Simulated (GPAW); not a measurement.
# Na/Al(110): work function by functional and basis, part 4 of 4

Wanted: work functions and dipole of Na/Al(110), with the cost of each level.

GPAW 26.7.0; GPAW, PAW setups; slab in vacuum, relaxation (the session's first sound run).

So far, upper work function (eV): step 2 (relaxation, PBE, GPAW) 2.85; step 6 (self-consistent run: xc = "RPBE") 2.78; step 7 (self-consistent run: xc = "vdW-DF2", GPAW, PAW setups, GPAW) 3.17; step 8 (OptPBE vdW: xc = "optPBE-vdW", GPAW, PAW setups, GPAW) 3.03; step 9 (real-space grid: mode = "fd", PBE, GPAW) 2.85.

**10. Atomic orbitals: mode = "lcao" (continued)**

The electrostatic potential energy of an electron (without an applied field's), less the Fermi level, planar mean oscillates, so the rows of the table below give means over windows of 0.5 Å about each position, cut where the curve ends. Its maxima inside the range that stand out by 2 % of the span (Å: eV): 4.63: 3.97, 9.72: -5.06, 11.18: -5.08, 12.54: -5.10, 13.99: -5.69, 15.81: 0.0506. Its minima: 8.99: -8.94, 10.45: -9.40, 11.90: -9.37, 13.26: -9.49, 14.63: -9.14, 16.72: -3.82.

The electrostatic potential energy of an electron (without an applied field's), less the Fermi level, planar mean by z; means over each step:

```
z (Å)  electrostatic potential energy of an electron (without an applied field's), less the Fermi level, planar mean (eV)
  0.0                                                                                                                3.87
  0.5                                                                                                                3.97
  1.0                                                                                                                3.97
  1.5                                                                                                                3.97
  2.0                                                                                                                3.97
  2.5                                                                                                                3.97
  3.0                                                                                                                3.97
  3.5                                                                                                                3.97
  4.0                                                                                                                3.97
  4.5                                                                                                                3.97
  5.0                                                                                                                3.97
  5.5                                                                                                                3.97
  6.0                                                                                                                3.96
  6.5                                                                                                                3.92
  7.0                                                                                                                3.75
  7.5                                                                                                                3.13
  8.0                                                                                                                1.23
  8.5                                                                                                               -3.54
  9.0                                                                                                               -8.35
  9.5                                                                                                               -6.08
 10.0                                                                                                               -6.56
 10.5                                                                                                               -8.79
 11.0                                                                                                               -5.78
 11.5                                                                                                               -7.06
 12.0                                                                                                               -8.56
 12.5                                                                                                               -5.56
 13.0                                                                                                               -7.63
 13.5                                                                                                               -8.40
 14.0                                                                                                               -6.08
 14.5                                                                                                               -8.39
 15.0                                                                                                               -5.84
 15.5                                                                                                              -0.971
 16.0                                                                                                              -0.437
 16.5                                                                                                               -2.92
 17.0                                                                                                               -2.83
 17.5                                                                                                              -0.181
 18.0                                                                                                                1.39
 18.5                                                                                                                2.18
 19.0                                                                                                                2.56
 19.5                                                                                                                2.74
 20.0                                                                                                                2.81
 20.5                                                                                                                2.84
 21.0                                                                                                                2.85
 21.5                                                                                                                2.86
 22.0                                                                                                                2.86
 22.5                                                                                                                2.86
 23.0                                                                                                                2.86
 23.5                                                                                                                2.86
 24.0                                                                                                                2.86
 24.5                                                                                                                2.86
 25.0                                                                                                                2.86
```

The upper face's work function is 2.857 eV, against 2.852 eV in the first plane-wave PBE run at this geometry.

**11. All levels side by side**

Times are for 1 thread of Intel Xeon Platinum 8488C (Sapphire Rapids), shared host. Results by setting:

```
no.         run  upper work function (eV)  lower work function (eV)     time  memory (GiB)
  1          pw                     2.852                     4.034     53 s          0.27
  2      revPBE                     2.782                     3.964     54 s          0.27
  3         LDA                     2.965                     4.190     45 s          0.27
  4        RPBE                     2.784                     3.964     52 s          0.27
  5     vdW DF2                     3.174                     4.264     86 s          0.44
  6  optPBE vdW                     3.026                     4.184     62 s          0.44
  7          fd                     2.851                     4.034  5.1 min             1
  8        lcao                     2.857                     3.968   20 min          0.44
```

**12. Side by side**

Results and costs are gathered.

This step: comparison of work functions, dipole and cost (GPAW 26.7.0).

Ladder, by row:

```
      step  code  work function, upper (eV)  work function, lower (eV)  dipole (e Å)  wall time (s)  peak memory (GiB)  threads
        pw  GPAW                      2.852                      4.034       0.07573          53.11               0.27        1
    revPBE  GPAW                      2.782                      3.964        0.0757          54.23               0.27        1
       LDA  GPAW                      2.965                       4.19       0.07848          45.43               0.27        1
      RPBE  GPAW                      2.784                      3.964       0.07559          51.98               0.27        1
   vdW-DF2  GPAW                      3.174                      4.264       0.06975          86.09               0.44        1
optPBE-vdW  GPAW                      3.026                      4.184        0.0742           62.5               0.44        1
        fd  GPAW                      2.851                      4.034       0.07581          304.2                  1        1
      lcao  GPAW                      2.857                      3.968       0.07121           1227               0.44        1
```

**13. A changed run**

One more run, with changed settings.

This step: GPAW, PAW setups; slab in vacuum (GPAW 26.7.0).

Input file run.py:

```python
import json
import numpy as np
from ase import Atoms
from gpaw import GPAW, PW

slab = Atoms(
    ['Al', 'Al', 'Al', 'Al', 'Al', 'Na'],
    positions=[
        [0.00000, 0.00000, 9.00000],
        [2.02500, 1.43189, 10.43189],
        [0.00000, 0.00000, 11.86378],
        [2.02500, 1.43189, 13.29349],
        [0.00000, -0.00000, 14.65554],
        [2.02500, 1.43189, 16.71943]],
    cell=[[4.05, 0.0, 0.0], [0.0, 2.86378, 0.0], [0.0, 0.0, 25.43936]],
    pbc=[True, True, False])

slab.calc = GPAW(mode=PW(400), xc='PBE', kpts={'size': (8, 11, 1), 'gamma': True},
                 occupations={'name': 'fermi-dirac', 'width': 0.1}, nbands='200%',
                 convergence={'density': 1e-05}, maxiter=50,
                 poissonsolver={'dipolelayer': 'xy'},
                 symmetry={'tolerance': 1e-3}, txt='slab.txt')
result = {}
energy = slab.get_potential_energy()
fermi = slab.calc.get_fermi_level()
v = slab.calc.get_electrostatic_potential().mean((0, 1)) - fermi
n = slab.calc.get_pseudo_density().mean((0, 1))
L = slab.cell[2, 2]
z = np.arange(len(v)) * L / len(v)
low, high = slab.positions[:, 2].min(), slab.positions[:, 2].max()
below, above = np.interp([low - 1.0, high + 1.0], z, v)
slopes = [np.interp(x, z, np.gradient(v, z)) for x in (low - 1.0, high + 1.0)]
eps = np.array([[slab.calc.get_eigenvalues(k, s) for k in range(len(slab.calc.get_ibz_k_points()))]
                for s in range(slab.calc.get_number_of_spins())]) - fermi
top, bottom = eps[eps < 0].max(), eps[eps > 0].min()
dipole = slab.get_dipole_moment()[2]
print(f'energy {energy:.4f} eV, Fermi level {fermi:.4f} eV, dipole {dipole:.5f} e A')
print(f'potential 1.0 A off the faces, from the Fermi level: lower {below:.4f} eV, upper {above:.4f} eV')
print(f'slope of the potential there: lower {slopes[0]:.5f}, upper {slopes[1]:.5f} eV/A')
print(f'nearest levels on the mesh: {top:.4f} and {bottom:.4f} eV')
print('magnetic moment', round(slab.get_magnetic_moment(), 3))
result.update(energy=energy, fermi=fermi, dipole=dipole, below=below, above=above, slopes=slopes, edges=[top, bottom],
              z=z.tolist(), v=v.tolist(), n=n.tolist(), positions=slab.positions.tolist(),
              forces=slab.get_forces(apply_constraint=False).tolist(), moments=slab.get_magnetic_moments().tolist())
json.dump(result, open('result.json', 'w'))
```

On the command line:

```
$ OMP_NUM_THREADS=1 OPENBLAS_NUM_THREADS=1 python run.py
```

Output:

```text
energy -18.7957 eV, Fermi level -0.0146 eV, dipole 0.07573 e A
potential 1.0 A off the faces, from the Fermi level: lower 1.3576 eV, upper 0.7095 eV
slope of the potential there: lower -5.96560, upper 3.09197 eV/A
nearest levels on the mesh: -0.0274 and 0.0228 eV
magnetic moment 0.0
```

Wall time 47 s (1 thread of Intel Xeon Platinum 8488C (Sapphire Rapids), shared host); peak memory 0.27 GiB.

The run finished. A setting was moved off its sound value on purpose, so it serves as a test and not as the result.

The fault put into the input: the potential probed 1 A off the face (probe = 1.0).

**14. Outcome**

```yaml
work_function_upper_and_lower_face: 2.852 and 4.034 eV
dipole_along_the_normal: 0.0757 e Å
```

With plane waves and PBE the work function is 2.85 eV on the upper face and 4.03 eV on the lower. The two faces differ by 1.2 eV, the step that the slab's dipole makes (e p/(ε0 A) gives 1.2 eV), so the dipole layer is needed. Over the sound runs of the table the upper face's work function spans 2.782 (revPBE) to 3.174 eV (vdW-DF2). The cell of 11.6 Å² holds one Na, started on one chosen site; other sites and coverages weren't tried. The in-plane lattice was kept as typed, which isn't the functional's own and leaves some strain; spin-orbit coupling and temperature are left out.

[Logs are printed without paths, hosts, clocks, repeated set-up lines and the standing remarks that a program may print on its own settings, such as how far it seeks lower states.]

[Hosts, paths, dates, database ids (printed as entryN), source tags and the programs' standing remarks are cut or masked in the printed files.]
